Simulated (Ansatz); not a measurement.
# Lattice dynamics of Ca2P (built on the sites of a database entry of Ba2N), part 2 of 2

How does Ca2P (built on the sites of a database entry of Ba2N) vibrate, and is this structure a minimum?

Ansatz 0.2.0; DFT PBEsol, scalar-relativistic, plane waves, norm-conserving pseudopotentials.

So far. Step 4 (Relaxing to small forces for the phonons): The largest force component left is 0.054 meV/Å and the pressure is -0.001 GPa, within the tolerances set. The cell now holds 33.49 Å³/atom. The relaxed cell has a = 4.155, c = 20.156 Å (conventional setting).

The structure was built from a prototype and need not be the compound's stable phase.

### Step 5. Linear response at the zone centre

The zone centre is the only wavevector solved here; it holds the modes that light can see, as far as symmetry allows. No field response is asked, since the mesh shows no gap.

File input.yaml:

```yaml
crystal:
  lattice:
    - [2.0777171909, 1.1995688624, 6.7185897912]
    - [-2.0777171909, 1.1995688624, 6.7185897912]
    - [0.0, -2.3991428759, 6.7185888715]
  atoms:
    - { symbol: Ca, position: [0.2615249301, 0.2615249301, 0.2615249301] }
    - { symbol: Ca, position: [0.7384750699, 0.7384750699, 0.7384750699] }
    - { symbol: P, position: [0.0, 0.0, 0.0] }
kpoints:
  mp_grid: { grid: [12, 12, 12] }
hamiltonian:
  xc: pbesol
  pseudopotentials: { kind: nc }
scf:
  occupations: { method: methfessel_paxton, width: 0.2 }
output:
  eigenvalues: true
phonons:
  method: dfpt
```

Launch:

```sh
$ ansatz run input.yaml --threads 8 --pin off --max-ram 14336MiB --backend cpu --events-out ev --progress --plain --runs-dir out
```

Numbers of over 12 decimals in the logs are rounded to 6 here.

Log:

```text
[...]
Crystal: 3 atoms, lattice volume = 100.471 Å³
Basis set: ecut = 925.187132 eV, 6417 PW (Γ), exchange–correlation on 144×144×144 points (8 copies of the dense FFT grid, shifted against one another)
Bands: 17, of which v1, the nominal top of the filled ones, is band 13 counted from 1 (12 counted from 0)
Symmetry: 12 space group operations
k-points: 476 of 1728 (irreducible under 2 space group operations, time reversal used)
[...]
SCF iter   1: F=—  HF=-2294.497868 eV  |F-HF|=—  |Δ(HF+E_count)|=         —  Δρ=2.52e-2  dr2=1.69e0  ethr=3.10e-3  ⟨swp⟩=12.9  Hψ=75211  notcnv=0
[...]
SCF iter  13: F=-2293.993014 eV  HF=-2293.993014 eV  |F-HF|=0.00e0  |Δ(HF+E_count)|=  2.46e-11  S|Δr|=    0.00e0  Δρ=4.83e-8  dr2=4.22e-12  ethr=1.00e-12  ⟨swp⟩=11.3  Hψ=60526  notcnv=0
SCF 1 converged in 13 iterations: F = -2293.993014 eV  dr2 = 4.22e-12
DFPT response loops at Γ: preconditioner auto → Kerker (q_TF=auto, 2.164 Å⁻¹) (partly filled bands, converged f_vac=0.000); β = 1.00, the filter's whole step (`scf.mixing.beta` (0.50) is not read by the response loops under this deck's `scf.mixing.preconditioner`; to damp them name `kerker` or `kerker_dos`, under which they read `scf.mixing.beta`, and type it under 1.00, their step now; both keys bind the ground state too); Broyden in place of MSR1
SCF converged after 13 iterations
[...]
Free energy (F): -2293.993014 eV
[...]
Internal energy: -2293.992212 eV  (E = F + TS)
E sigma→0 (E₀):  -2293.992814 eV
Entropy (-TS):   -0.000803 eV (-0.268 meV/atom)
Fermi energy:    5.212269 eV
[...]
--- Band table (eV; the first three rows and the last of 476) ---
  k-point 0: bands = [... 9 lower, 2.2027, 3.5630, 3.9708, 3.9708, 7.4745, 7.4745, 7.8410, 8.4265]
  k-point 1: bands = [... 9 lower, 2.2643, 3.4143, 3.9586, 4.0417, 7.3287, 7.5323, 7.8804, 8.1870]
  k-point 2: bands = [... 9 lower, 2.4403, 3.0738, 3.9244, 4.2082, 6.9623, 7.6991, 7.7801, 8.0345]
  k-point 475: bands = [... 9 lower, 1.6578, 3.9898, 3.9898, 4.9956, 6.7340, 7.6025, 7.6025, 7.9948]
--- Phonons (Γ-DFPT): 4 representative perturbations + reference, on 476 of 1728 k-points (Σ response iterations 12) ---
  k mesh reduced under 2 symmetry operations, with k and −k counted as one. Each operation leaves every solved perturbation unchanged. A smaller set is not used because it would not reduce the number of displacements times k-points to solve
  ASR residual: 1.598e-5 → 0.000e0 eV/Å²; symmetrization residual: 1.291e-4 eV/Å²
  ASR residual per site (eV/Å²): 1.60e-5 1.60e-5 1.55e-5
  Γ frequencies (cm⁻¹): 0.00 0.00 0.00 157.69 157.69 228.09 249.91 257.90 257.90
  non-analytic LO–TO correction: not included (Born effective charges unavailable; polar crystals: no LO–TO splitting at Γ)
```

The job ended after 2.9 min (8 threads of Arm Neoverse V2, shared host; peak memory 7.5 GiB; 22 min of CPU time).

Numbers from this step:

```
sum-rule residual before enforcement                    : 1.60e-5 eV/Å²
point group                                             : -3m
highest optical mode at the zone centre (no LO-TO term) : 257.9 cm⁻¹
lowest optical zone-centre mode                         : 157.7 cm⁻¹
```

Patterns of degenerate modes are one choice out of their space. Modes at Γ, with each element's share of the kinetic energy:

```csv
mode,frequency (cm⁻¹),symmetry,Ca %,P %
1,0.0,acoustic,72,28
2,0.0,acoustic,72,28
3,0.0,acoustic,72,28
4,157.7,Eg,100,0
5,157.7,Eg,100,0
6,228.1,A1g,100,0
7,249.9,A2u,28,72
8,257.9,Eu,28,72
9,257.9,Eu,28,72
```

Displacements in mode 4 (157.7 cm⁻¹), the largest set to 1:
```
Ca1  0.00  1.00  0.00
Ca2  0.00 -1.00  0.00
P3   0.00  0.00  0.00
```

Displacements in mode 8 (257.9 cm⁻¹), the largest set to 1:
```
Ca1  0.00 -0.39  0.00
Ca2  0.00 -0.39  0.00
P3   0.00  1.00  0.00
```

Before it was imposed, the acoustic sum rule was missed by 1.6e-5 eV/Å². Small misses are needed for a sound result but don't prove that mesh and cutoff are converged. The lowest optical mode is real, 158 cm⁻¹.

### Step 6. Another isotope

An isotope changes the mass and not the force constants, so no new electronic calculation is needed; the shifts show which modes move this element.

The same force constants with the mass of Ca changed from 40.078 to 47.953 u (phonopy, no LO-TO term). Both lists are sorted by frequency; levels can cross, so a row need not hold one and the same mode. Modes under 3 cm⁻¹ are left out. Isotope shifts, by row:

```csv
q,rank,natural mass (cm⁻¹),changed mass (cm⁻¹)
0 0 0,4,157.7,144.2
0 0 0,5,157.7,144.2
0 0 0,6,228.1,208.5
0 0 0,7,249.9,244.1
0 0 0,8,257.9,251.9
0 0 0,9,257.9,251.9
```

A mode of this element alone would shift by -8.58 %. The highest zone-centre frequency without the field goes from 257.9 to 251.9 cm⁻¹ (-2.3 %). The product of the frequency ratios over all optical modes at Γ is 0.712; the product rule, (m/m′)^(3k/2) (M′/M)^(3/2) with k = 2 such atoms and M the mass of the cell, gives 0.712.

### Step 7. What came out

```yaml
space_group_after_relaxation_within_0p01_a: R-3m
volume_per_atom: 33.5 Å³
electronic_character: no gap on this mesh
highest_optical_mode_at_the_zone_centre_no_lo_to_term: 258 cm⁻¹
lowest_optical_zone_centre_mode: 158 cm⁻¹
imaginary_modes_at_gamma_the_only_wavevector_solved: none
```

What this shows: The structure is stable against zone-centre distortions, since no mode there is imaginary; other wavevectors were not solved, so zone-boundary instabilities are untested. The optical modes at Γ span 158 to 258 cm⁻¹. No dispersion was computed. The highest mode in this list at Γ, 257.9 cm⁻¹, is mostly motion of P (72 % of the kinetic energy). With no gap, or one that is small against the smearing, the frequencies hang on the k mesh and the smearing, most of all near Kohn anomalies. The phonon runs are without spin polarisation, although the cell has an odd electron count. The starting cell was built on a prototype and not taken from a measurement, so the phase need not exist. These are harmonic frequencies at zero temperature: anharmonic shifts, linewidths and thermal expansion are left out.

[Logs are printed without paths, hosts, clocks, repeated set-up lines and the standing remarks that a program may print on its own settings, such as how far it seeks lower states.]

[Hosts, paths, dates, database ids (printed as entryN), source tags and the programs' standing remarks are cut or masked in the printed files.]
